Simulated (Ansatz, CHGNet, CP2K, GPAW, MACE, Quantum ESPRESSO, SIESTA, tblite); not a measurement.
**GPAW on W(100)/Au(100) interface (51 atoms): settings against a plane-wave reference**

Wanted: GPAW inputs and outputs for W(100)/Au(100) interface (51 atoms), checked against a plane-wave reference.

Calculated with GPAW 26.7.0; the method is named at each step.

**1. The starting structure**

The cell holds 51 atoms: 24 W and 27 Au. Cell: a = 8.952 Å, b = 8.952 Å, c = 22.049 Å, α = 90.0°, β = 90.0°, γ = 90.0°. Bcc W(100), 3 repeat layers, 8 surface cells, strained +0.00 and +0.00 %; fcc Au(100), 3 layers, 9 cells, +3.48 and +3.48 %; outer planes 2.92 Å apart, 12 Å of vacuum above; not relaxed, displaced by a Gaussian of 0.02 Å. Then every atom was moved at random, 0.05 Å r.m.s. a Cartesian component. Regions: W, 24 atoms (24 W); Au, 27 atoms (27 Au). Vacuum lies along c.

The yardstick, on the same geometry:

| Property | Result |
| --- | --- |
| method | Kohn-Sham DFT, PBE, SSSP efficiency 1.3.0 pseudopotentials, plane waves (Quantum ESPRESSO 7.5); sssp-pbe-1.3.0-efficiency, cutoffs 45/360 Ry, Γ point |
| r.m.s. force component | 0.64 eV/Å |
| longest force | 2.056 eV/Å |
| time | 9.9 min on 4 MPI ranks of Arm Neoverse V1, shared host |
| CPU time | 40 min |

**2. PBE, plane waves 450 eV**

Method: Kohn-Sham DFT, PBE, PAW, plane waves.

run.py

```python
import numpy as np
from ase.io import read
from gpaw import GPAW, FermiDirac, PW
from ase.parallel import parprint as print

atoms = read("structure.xyz")
atoms.calc = GPAW(
    mode=PW(450),
    xc="PBE",
    kpts={"size": (1, 1, 1), "gamma": True},
    occupations=FermiDirac(0.05),
    maxiter=200,
    symmetry={"point_group": False},
    nbands=498,
    txt="gpaw.txt",
)
energy = atoms.get_potential_energy(force_consistent=True)
forces = atoms.get_forces()
print(f"energy {energy:.6f} eV")
print("forces (eV/A)")
for i, (a, f) in enumerate(zip(atoms, forces)):
    print(f"{i:4d} {a.symbol:2s} {f[0]:10.5f} {f[1]:10.5f} {f[2]:10.5f}")
print(f"Fermi level {atoms.calc.get_fermi_level():.4f} eV")
for k in range(len(atoms.calc.get_ibz_k_points())):
    for s in range(atoms.calc.get_number_of_spins()):
        e = atoms.calc.get_eigenvalues(kpt=k, spin=s)
        n = np.searchsorted(e, atoms.calc.get_fermi_level())
        print(f"k {k} spin {s} levels about the Fermi level:", np.round(e[max(n - 6, 0):n], 4).tolist(), "|", np.round(e[n:n + 6], 4).tolist())
```

structure.xyz

```xyz
51
Lattice="8.95200 0.00000 0.00000 0.00000 8.95200 0.00000 0.00000 0.00000 22.04922" Properties=species:S:1:pos:R:3 pbc="T T T"
W 6.64668 6.77550 5.97071
W 6.81901 4.45550 7.52408
W 6.70782 6.67488 9.12000
W 6.61589 2.21105 6.05494
W 6.74587 8.94412 7.56862
W 6.80450 2.29538 9.15307
W 4.37413 4.49963 6.03575
W 4.42157 2.32913 7.65196
W 4.48800 4.49569 9.08538
W 4.47143 0.08755 6.04568
W 4.49847 6.78114 7.61404
W 4.42256 0.04467 9.28338
W 2.24713 6.73522 5.98217
W 2.17462 4.53383 7.48836
W 2.28571 6.61562 9.19849
W 2.20944 2.20568 5.94998
W 2.28589 8.91637 7.52849
W 2.14481 2.24382 9.21525
W 0.05577 4.52882 6.01569
W 8.89856 2.26871 7.55980
W 8.92908 4.41414 9.11735
W 8.91118 8.91539 5.91051
W 8.88710 6.72653 7.54943
W 8.92013 8.86024 9.18372
Au 3.50963 7.33106 12.07658
Au 5.11186 8.79221 14.08195
Au 6.46603 7.28809 16.10056
Au 3.59933 1.33483 12.06489
Au 5.12126 2.76608 14.06123
Au 6.62591 1.38308 15.99605
Au 3.54598 4.26079 12.18131
Au 4.92190 5.83823 14.13289
Au 6.52869 4.31406 15.96430
Au 6.62430 7.25488 12.05365
Au 8.04185 8.81110 13.99398
Au 0.56675 7.25443 16.16186
Au 6.55913 1.32543 12.12509
Au 8.04776 2.77306 14.12054
Au 0.58662 1.31254 16.09814
Au 6.50327 4.26992 12.00558
Au 8.06862 5.75596 14.07600
Au 0.59540 4.32408 16.07079
Au 0.58636 7.28093 12.10414
Au 2.03694 8.83491 14.04138
Au 3.45037 7.28156 15.96518
Au 0.66012 1.35524 12.16213
Au 2.16379 2.82856 13.99707
Au 3.50909 1.41442 15.88867
Au 0.56711 4.21317 12.13501
Au 1.99916 5.82757 14.06057
Au 3.56898 4.36464 16.11181
```

The run is started by

```
$ OMP_NUM_THREADS=1 mpirun -np 4 gpaw python run.py > output.txt
```

Numbers of over 12 decimals in the logs are rounded to 6 here.

Log:

```text
energy -325.090066 eV
forces (eV/A)
   0 W     0.08540    0.67876    1.71846
   1 W    -1.95585    0.55317   -0.06187
   2 W     0.26250    0.23395   -0.25740
   3 W    -0.40922   -0.70092    1.42746
   4 W    -0.65983    0.45652    0.42928
   5 W     0.41578    0.06761   -0.39322
   6 W    -0.09539    0.33702    1.53720
   7 W     0.40002   -1.13331   -0.17497
   8 W    -0.21711    0.68513   -0.17755
   9 W     0.43859    1.07173    1.25504
  10 W    -0.15153   -0.87694   -0.14845
  11 W    -0.58656    0.28622   -1.15407
  12 W     0.04574   -0.46069    1.33476
  13 W     0.61257   -0.48888    1.12010
  14 W     0.63675    0.30692   -0.80629
  15 W    -0.24084   -0.63839    1.68230
  16 W    -1.22440    0.87945    1.20657
  17 W    -0.06768   -0.16412   -0.68297
  18 W     0.53070    0.13798    0.89869
  19 W     1.28874   -1.05505   -0.36965
  20 W    -0.12508   -0.33131   -0.17787
  21 W    -0.02816   -0.24753    1.99646
  22 W     1.07179    0.39877   -0.18912
  23 W     0.02512   -0.00561   -0.71738
[...]
43 Au    0.08573   -0.42217    0.45683
  44 Au    0.06066    0.36865    0.20502
  45 Au   -0.37133   -0.11695   -1.64397
  46 Au   -0.73910    0.16994    1.11161
  47 Au    0.23421   -0.32333    0.48385
  48 Au   -0.16140    0.32110   -1.25901
  49 Au    0.09968   -0.15774    0.23183
  50 Au   -0.19177   -0.20144   -0.29123
Fermi level 3.1469 eV
k 0 spin 0 levels about the Fermi level: [3.0062, 3.0577, 3.0842, 3.0919, 3.1172, 3.1438] | [3.1536, 3.2021, 3.2225, 3.2547, 3.2793, 3.4479]
```

gpaw.txt:

```text
Input parameters:
  mode=PW(ecut=450.000000),
  kpts=MonkhorstPack(size=(1, 1, 1), gamma=True),
  maxiter=200,
  nbands=498,
  occupations=Occupations(name='fermi-dirac', width=0.05, fixmagmom=False),
  symmetry=Symmetry(point_group=False),
  xc=XC(name='PBE')
Diagonalizing LCAO Hamiltonian
Converting LCAO to pw mode
      .---------------------.
     /|                     |
    / |                     |
   /  |                     |
  /   |                     |
 *    |                     |
 |    |                     |
 |    |                     |
 |    Au      Au     Au     |
 |    |                     |
 |   Au    AAu    AAu     Au|
 |    |         Au          |
 | Au |  AAu      Au    Au  |
 |    |AAu    AAu    AAu    |
 |    |                     |
 |   Au     Au     Au       |
 | Au |    Au     Au        W
 |    |   W          W      |
 |    |     W  W       W W  |
 |    | W       W          W|
 |    |  W         WW       W
 |    |   W WW       W  W   |
[... lines left out ...]
    Z:       79.0
    valence: 11
    core:    68
    Using partial waves for Au as LCAO basis
Reference energy: -24478673.439672  # eV
eigensolver:
  PPCG
  Converge bands: occupied
  niter=2
density mixing:
  MSR1-Mixer
occupation numbers:
  Fermi-Dirac:
    width: 0.0500  # eV
poisson solver:
  ecut: 3600.000000  # eV
xc functional:
  name: PBE with 2 nearest neighbor stencil
Initialization done in: 23.415 s
convergence criteria:
- Maximum [total energy] change in last 3 cyles: 0.0005 eV / valence electron
- Maximum integral of absolute [dens]ity change: 0.0001 electrons / valence electron
- Maximum integral of absolute [eigenst]ate change: 4e-08 eV^2 / valence electron
maximum number of iterations: 200
SCF iterations
|iter     |      energy | eigst |  dens |
|---------|-------------|-------|-------|
|iter:   1| -397.831324 | +0.06 |       |
|iter:   2| -668.157605 | -0.44 | -0.84 |
|iter:   3| -342.939953 | -1.18 | -0.66 |
|iter:   4| -337.431508 | -1.87 | -1.15 |
[...]
|iter:  10| -325.086560 | -2.93 | -1.81 |
|iter:  11| -324.947993 | -3.23 | -1.96 |
|iter:  12| -324.957013c| -3.40 | -2.07 |
|iter:  13| -324.814109c| -3.73 | -2.13 |
|iter:  14| -324.876479c| -3.90 | -2.43 |
[...]
|iter:  25| -324.804179c| -6.93 | -3.87 |
|iter:  26| -324.804076c| -7.19 | -3.89 |
|iter:  27| -324.803940c| -7.41c| -4.13c|
Converged in 27 steps
SCF loop duration: 287.694 s (10.655 s/step)
Energy contributions relative to reference atoms: (reference = -24478673.439672)
Energy contributions:
  Kinetic:        -481.115887
  Coulomb:         353.053833
  Zero:              2.422846
  External:          0.000000
  Xc:             -198.878606
  Entropy:          -0.572253
  Spinorbit:         0.000000
  ----------------------------
  Free energy:    -325.090066
  Extrapolated:   -324.803940
dipole moment: (70.309424, 137.726255, -0.574460)  # |e|*Ang
Fermi level: 3.147
Eigenvalues  # (at kpt = [0.000, 0.000, 0.000])
| band index |      eig [eV] | occ [0-2] |
|------------|---------------|-----------|
|          0 |       -70.942 |     2.000 |
|        ... |               |           |
|        309 |         2.959 |     1.954 |
|        310 |         2.964 |     1.949 |
[...]
|        324 |         3.501 |     0.002 |
|        ... |               |           |
|        497 |        13.948 |     0.000 |
Gap: 0.010 eV
Transition (v -> c):
  (s=0, k=0, n=316, [0.00, 0.00, 0.00]) -> (s=0, k=0, n=317, [0.00, 0.00, 0.00])
No difference between direct/indirect transitions
Force computation time: 2.755  # s
```

It took 5.3 min on 4 MPI ranks of Arm Neoverse V1, shared host; peak memory 2.4 GiB; 21 min of CPU time.

Banners, paths, timers and routine set-up lines are dropped from the logs unmarked, and long logs keep their key lines alone; longer cuts are marked.

Against the reference:

```yaml
r_m_s_force_component: 0.6632 eV/Å
r_m_s_difference_of_force_components: 63.06 meV/Å
longest_difference_of_force_vectors: 240.3 meV/Å
force_difference_over_r_m_s_force: 9.853 %
slope_of_forces_against_the_reference_s: 1.032
correlation_of_force_components: 0.996
```

Length of the force difference by element (eV/Å):

```
element  atoms   mean   most
     Au     27   0.13   0.24
      W     24  0.030  0.065
```

Local excerpt of 11 atoms (numbers count through the whole input) about W21, picked at random; x, y, z are measured from there.

```
atom      x      y      z  distance (Å)     Fx     Fy  Fz (eV/Å)
 W21   0.00   0.00   0.00          0.00  -0.13  -0.33      -0.18
  W2  -2.11   0.04  -1.59          2.64  -1.96   0.55      -0.06
 W20  -0.03  -2.15  -1.56          2.65   1.29  -1.06      -0.37
 W14   2.20   0.12  -1.63          2.74   0.61  -0.49       1.12
 W23  -0.04   2.31  -1.57          2.79   1.07   0.40      -0.19
  W6  -2.12  -2.12   0.04          3.00   0.42   0.07      -0.39
 W18   2.17  -2.17   0.10          3.07  -0.07  -0.16      -0.68
Au49   0.59  -0.20   3.02          3.08  -0.16   0.32      -1.26
 W19   0.08   0.11  -3.10          3.10   0.53   0.14       0.90
  W3  -2.22   2.26   0.00          3.17   0.26   0.23      -0.26
 W15   2.31   2.20   0.08          3.19   0.64   0.31      -0.81
```

Atoms are counted from 1 here, from 0 in the log.

Forces lie 9.9 % from the reference's, at 0.53 times its CPU time.

The difference per atom is largest on Au (0.13 eV/Å on average, against 0.030 on W).

Further runs of this program without a result: GPAW PBE, LCAO dzp, h 0.2 Å (cut off at its time limit); GPAW PBE, LCAO dzp, h 0.2 Å, other mixer settings (cut off at its time limit); GPAW PBE, LCAO dzp, h 0.16 Å (cut off at its time limit).

**3. Results**

```
force difference from the reference : GPAW PBE, plane waves 450 eV, 9.9 %
its CPU time                        : 21 min
```

PBE on plane waves or a grid with other potentials, cutoffs or grids differs from the reference by 9.9 % (GPAW PBE, plane waves 450 eV) of the r.m.s. force; potentials, valence shells or grid differ, and the table alone doesn't part them. The potentials hold different valence shells: 849 electrons in the reference, 633 in GPAW; this bears on time and differences. The electron count is odd in QE PBE, sssp-1.3.0-efficiency, 45/360 Ry and GPAW PBE, plane waves 450 eV, and they have no spin polarisation, so the unpaired electron is spread evenly over both spins. The host structure and its lattice constant were typed by rule, without a check against the phase diagram. The electronic-structure runs sample only Γ, in a cell whose shortest periodic width is 9 Å, which is coarse for a cell with partly filled levels. Spin–orbit coupling is left out, which matters for the levels of the heavy elements.

[Also dropped from logs without a mark: logging warnings of Python, and SIESTA's first energy breakdown and zero terms.]

[Logs are printed without paths, hosts, clocks, repeated set-up lines and the standing remarks that a program may print on its own settings, such as how far it seeks lower states.]

[Hosts, paths, dates, database ids (printed as entryN), source tags and the programs' standing remarks are cut or masked in the printed files.]
